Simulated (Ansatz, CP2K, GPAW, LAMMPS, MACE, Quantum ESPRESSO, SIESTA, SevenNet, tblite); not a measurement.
# GPAW runs on amorphous Cd8Zn24Te9S23 (64 atoms), part 2 of 2

How do the settings of GPAW change the result for amorphous Cd8Zn24Te9S23 (64 atoms)? A plane-wave run serves as the yardstick.

Program: GPAW 26.7.0; the method stands at each step. Banners, paths, timers and routine set-up lines are dropped from the logs unmarked, and long logs keep their key lines alone; longer cuts are marked.

So far. Step 3 (PBE, LCAO szp(dzp), h 0.2 Å): Against the first run (10 %), the force difference from the reference is 15 %, at 0.70 times the CPU time, with 672 basis functions against 1088: the smaller basis costs accuracy. Step 4 (PBE, grid h 0.18 Å): Against the first run (10 %), the force difference from the reference is 4.8 %, at 18 times the CPU time (on 4 against 1 cores) (43 SCF steps against 15).

## 5. PBE, LCAO dzp, h 0.2 Å, other mixer settings

Method: Kohn-Sham DFT, PBE, PAW, atomic orbitals (dzp).

File run.py:

```python
import numpy as np
from ase.io import read
from gpaw import GPAW, FermiDirac, Mixer

atoms = read("structure.xyz")
atoms.calc = GPAW(
    mode="lcao",
    basis="dzp",
    h=0.2,
    xc="PBE",
    kpts={"size": (1, 1, 1), "gamma": True},
    occupations=FermiDirac(0.05),
    mixer=Mixer(0.03, 7, 100),
    maxiter=200,
    symmetry={"point_group": False},
    txt="gpaw.txt",
)
energy = atoms.get_potential_energy(force_consistent=True)
forces = atoms.get_forces()
print(f"energy {energy:.6f} eV")
print("forces (eV/A)")
for i, (a, f) in enumerate(zip(atoms, forces)):
    print(f"{i:4d} {a.symbol:2s} {f[0]:10.5f} {f[1]:10.5f} {f[2]:10.5f}")
print(f"Fermi level {atoms.calc.get_fermi_level():.4f} eV")
for k in range(len(atoms.calc.get_ibz_k_points())):
    for s in range(atoms.calc.get_number_of_spins()):
        e = atoms.calc.get_eigenvalues(kpt=k, spin=s)
        n = np.searchsorted(e, atoms.calc.get_fermi_level())
        print(f"k {k} spin {s} levels about the Fermi level:", np.round(e[max(n - 6, 0):n], 4).tolist(), "|", np.round(e[n:n + 6], 4).tolist())
```

File structure.xyz:

```xyz
64
Lattice="11.62280 0.00000 0.00000 0.00000 11.62280 0.00000 0.00000 0.00000 11.62280" Properties=species:S:1:pos:R:3 pbc="T T T"
[... 64 atom lines left out: the same atoms as in the first run ...]
```

Launch:

```
OMP_NUM_THREADS=1 python run.py > output.txt
```

What it wrote:

```text
energy -161.446912 eV
forces (eV/A)
   0 Cd   -0.00644   -0.18249   -0.31390
   1 Cd    0.16380   -0.14429   -0.42761
   2 Cd    0.17455   -0.15085   -0.16522
   3 Cd   -0.35145    0.04935   -0.23892
   4 Cd   -1.03917   -0.05016    1.10349
   5 Cd    0.06993   -0.51923    0.11375
[...]
61 S    -0.19205   -0.59063   -0.35508
  62 S    -0.26601    0.10590    0.33850
  63 S    -0.32726    0.03966   -0.22776
Fermi level 4.5988 eV
k 0 spin 0 levels about the Fermi level: [3.7134, 3.8314, 4.0215, 4.311, 4.4829, 4.556] | [4.6419, 4.7135, 4.899, 4.9769, 5.1149, 5.1912]
```

gpaw.txt:

```text
Input parameters:
  mode=LCAO(),
  basis={'default': 'dzp'},
  h=0.2,
  kpts=MonkhorstPack(size=(1, 1, 1), gamma=True),
  maxiter=200,
[... lines left out ...]
  occupations=Occupations(name='fermi-dirac', width=0.05, fixmagmom=False),
[... lines left out ...]
  Fermi-Dirac:
[... lines left out ...]
convergence criteria:
- Maximum [total energy] change in last 3 cyles: 0.0005 eV / valence electron
[... lines left out ...]
Converged in 22 steps
[... lines left out ...]
  Free energy:    -161.446912
[... lines left out ...]
Fermi level: 4.599
[... lines left out ...]
|        ... |               |           |
|        349 |         9.404 |     0.000 |
Gap: 0.086 eV
Transition (v -> c):
  (s=0, k=0, n=287, [0.00, 0.00, 0.00]) -> (s=0, k=0, n=288, [0.00, 0.00, 0.00])
No difference between direct/indirect transitions
Force computation time: 28.869  # s
timing:  # [seconds]
  Total:  310.640  # ━━━━━━━━━━━━━━━━━━━━━━━━━━━━━━━━━━━━━━━━━━━━━━━━━━━━━━━━
  Init:    10.340  # ━━
  SCF:    271.404  # ━━━━━━━━━━━━━━━━━━━━━━━━━━━━━━━━━━━━━━━━━━━━━━━━━
  Forces:  28.869  # ━━━━━
```

Elapsed: 5.2 min, on 1 thread of Arm Neoverse V2, shared host; peak memory 1.8 GiB.

Against the reference:

- r.m.s. force component: 0.4651 eV/Å
- r.m.s. difference of force components: 44.78 meV/Å
- longest difference of force vectors: 212.5 meV/Å
- force difference over r.m.s. force: 9.868 %
- slope of forces against the reference's: 1.02
- correlation of force components: 0.9956
- energy less the same-level run's: 0.0001 meV/atom
- r.m.s. force difference from the same-level run: 3.152 meV/Å

Against the first run (10 %), the force difference from the reference is 9.9 %, at 1.4 times the CPU time (22 SCF steps against 15): another solver or mixer reaches the same state.

## 6. PBE, LCAO dzp, h 0.25 Å

Method: Kohn-Sham DFT, PBE, PAW, atomic orbitals (dzp).

run.py, as its differences from that of step 5:

```diff
@@ -2,3 +2,3 @@
 from ase.io import read
-from gpaw import GPAW, FermiDirac, Mixer
+from gpaw import GPAW, FermiDirac
 
@@ -8,3 +8,3 @@
     basis="dzp",
-    h=0.2,
+    h=0.25,
     xc="PBE",
@@ -12,3 +12,2 @@
     occupations=FermiDirac(0.05),
-    mixer=Mixer(0.03, 7, 100),
     maxiter=200,
```

structure.xyz is that of step 5.

What it wrote:

```text
energy -158.042228 eV
forces (eV/A)
   0 Cd    0.01378   -0.16014   -0.32302
   1 Cd    0.17986   -0.16779   -0.41063
   2 Cd    0.19403   -0.16800   -0.18662
   3 Cd   -0.36387    0.04397   -0.22897
   4 Cd   -1.01923   -0.04571    1.10671
   5 Cd    0.05311   -0.52713    0.08860
   6 Cd    0.69966   -0.00116   -0.22971
   7 Cd   -0.30313    0.35595    0.37601
   8 Zn    0.07624    0.47780    0.41977
   9 Zn    0.04488    0.57571   -0.17804
  10 Zn    0.17535    0.52975   -0.08148
  11 Zn    0.21806   -0.57650    0.30388
[...]
59 S     0.20085    0.52566   -0.58668
  60 S     0.13718    0.19238   -1.50840
  61 S    -0.16492   -0.55949   -0.43176
  62 S    -0.30453    0.08620    0.26442
  63 S    -0.32742    0.03612   -0.31285
Fermi level 4.5993 eV
k 0 spin 0 levels about the Fermi level: [3.7141, 3.8321, 4.0222, 4.3117, 4.483, 4.5569] | [4.6422, 4.7139, 4.8996, 4.9781, 5.1155, 5.1913]
```

gpaw.txt:

```text
Input parameters:
  mode=LCAO(),
  basis={'default': 'dzp'},
  h=0.25,
  kpts=MonkhorstPack(size=(1, 1, 1), gamma=True),
  maxiter=200,
  occupations=Occupations(name='fermi-dirac', width=0.05, fixmagmom=False),
  symmetry=Symmetry(point_group=False),
  xc=XC(name='PBE')
[... lines left out ...]
  Fermi-Dirac:
[... lines left out ...]
convergence criteria:
- Maximum [total energy] change in last 3 cyles: 0.0005 eV / valence electron
[... lines left out ...]
Converged in 15 steps
[... lines left out ...]
  Free energy:    -158.042228
[... lines left out ...]
Fermi level: 4.599
[... lines left out ...]
|          0 |        -9.647 |     2.000 |
|        ... |               |           |
|        280 |         3.394 |     2.000 |
|        281 |         3.643 |     2.000 |
[...]
|        295 |         5.637 |     0.000 |
|        ... |               |           |
|        349 |         9.405 |     0.000 |
Gap: 0.085 eV
Transition (v -> c):
  (s=0, k=0, n=287, [0.00, 0.00, 0.00]) -> (s=0, k=0, n=288, [0.00, 0.00, 0.00])
No difference between direct/indirect transitions
Force computation time: 18.186  # s
timing:  # [seconds]
  Total:  139.216  # ━━━━━━━━━━━━━━━━━━━━━━━━━━━━━━━━━━━━━━━━━━━━━━━━━━━━━━━━
  Init:     8.256  # ━━━╸
  SCF:    112.745  # ━━━━━━━━━━━━━━━━━━━━━━━━━━━━━━━━━━━━━━━━━━━━━╸
  Forces:  18.186  # ━━━━━━━╸
```

It took 2.3 min on 1 thread; peak memory 1.1 GiB.

Against the reference:

- r.m.s. force component: 0.4688 eV/Å
- r.m.s. difference of force components: 45.82 meV/Å
- longest difference of force vectors: 211.5 meV/Å
- force difference over r.m.s. force: 10.1 %
- slope of forces against the reference's: 1.029
- correlation of force components: 0.9956
- energy less the same-level run's: 53.2 meV/atom
- r.m.s. force difference from the same-level run: 25.79 meV/Å

This is a coarse setting, run to see what it loses.

Against the first run (10 %), the force difference from the reference is 10 %, at 0.62 times the CPU time.

## 7. All runs compared

Differences are against the plane-wave reference, forces as r.m.s. over components; share is that over the reference's r.m.s. force, slope the least-squares factor from reference forces to these. Total energies of different programs have different zeros and aren't compared.

```tsv
run	Δ force, r.m.s. (meV/Å)	share (%)	slope	cores	CPU time	memory (GiB)
reference	-	-	-	4	21 min	3.6
GPAW PBE, LCAO dzp, h 0.2 Å	45.7	10.1	1.021	1	3.7 min	1.8
GPAW PBE, LCAO szp(dzp), h 0.2 Å (coarse)	69.7	15.4	1.032	1	2.6 min	1.7
GPAW PBE, grid h 0.18 Å	21.6	4.76	0.996	4	68 min	5.1
GPAW PBE, LCAO dzp, h 0.2 Å, other mixer settings	44.8	9.87	1.020	1	5.2 min	1.8
GPAW PBE, LCAO dzp, h 0.25 Å (coarse)	45.8	10.1	1.029	1	2.3 min	1.1
```

Rows marked coarse were listed beforehand as settings not expected to be converged; some can still land near the reference.

CPU time is summed over cores on a shared host, where runs went side by side, so it is rough. Symmetry, cutoffs, thresholds, outputs and thread counts weren't matched or tuned between programs; memory under MPI is the largest rank's times the ranks.

Within one program, basis, potentials and functional, energies share a zero. Each run against its twin at the usual cutoff or grid and solver:

```tsv
run	twin	Δ energy (meV/atom)	Δ force, r.m.s. (meV/Å)	CPU time over the twin's
GPAW PBE, LCAO dzp, h 0.2 Å, other mixer settings	LCAO dzp, h 0.2 Å	1.0e-4	3.15	1.4
GPAW PBE, LCAO dzp, h 0.25 Å	LCAO dzp, h 0.2 Å	53.2	25.8	0.62
```

## 8. Results

```json
{"nearest in forces": "GPAW PBE, grid h 0.18 Å, 4.8 %", "its CPU time": "68 min"}
```

**Reading.** PBE on plane waves or a grid with other potentials, cutoffs or grids, coarse settings apart, differs from the reference by 4.8 % (GPAW PBE, grid h 0.18 Å) of the r.m.s. force; this holds the reference's own error, so differences of a few per cent don't tell which side is nearer the exact PBE result. The PBE runs in local orbitals, coarse settings apart, differ by 9.9 % (GPAW PBE, LCAO dzp, h 0.2 Å, other mixer settings) to 10 % (GPAW PBE, LCAO dzp, h 0.2 Å); basis, grid and potentials can all enter. Runs with settings chosen to be coarse differ by 10 % (GPAW PBE, LCAO dzp, h 0.25 Å) to 15 % (GPAW PBE, LCAO szp(dzp), h 0.2 Å), their programs' other errors included. Of the electronic-structure runs that take under half the reference's CPU time, GPAW PBE, LCAO dzp, h 0.2 Å, other mixer settings is among the nearest, at 9.9 % in 5.2 min against 21 min. The potentials hold different valence shells: 768 electrons in the reference, 576 in GPAW; this bears on time and differences. The quench rate of 100 K/ps is many orders above laboratory rates, so the cell is likely richer in defects and strain than a real sample. The network of bonds at the start is that of the classical potential that made the cell, and needn't be the one that DFT or experiment would give. The electronic-structure runs sample only Γ, in a cell whose shortest periodic width is 12 Å, which is coarse for a cell with partly filled levels. Spin–orbit coupling is left out, which matters for the levels of the heavy elements.

[Also dropped from logs without a mark: logging warnings of Python, and SIESTA's first energy breakdown and zero terms.]

[Logs are printed without paths, hosts, clocks, repeated set-up lines and the standing remarks that a program may print on its own settings, such as how far it seeks lower states.]

[Hosts, paths, dates, database ids (printed as entryN), source tags and the programs' standing remarks are cut or masked in the printed files.]
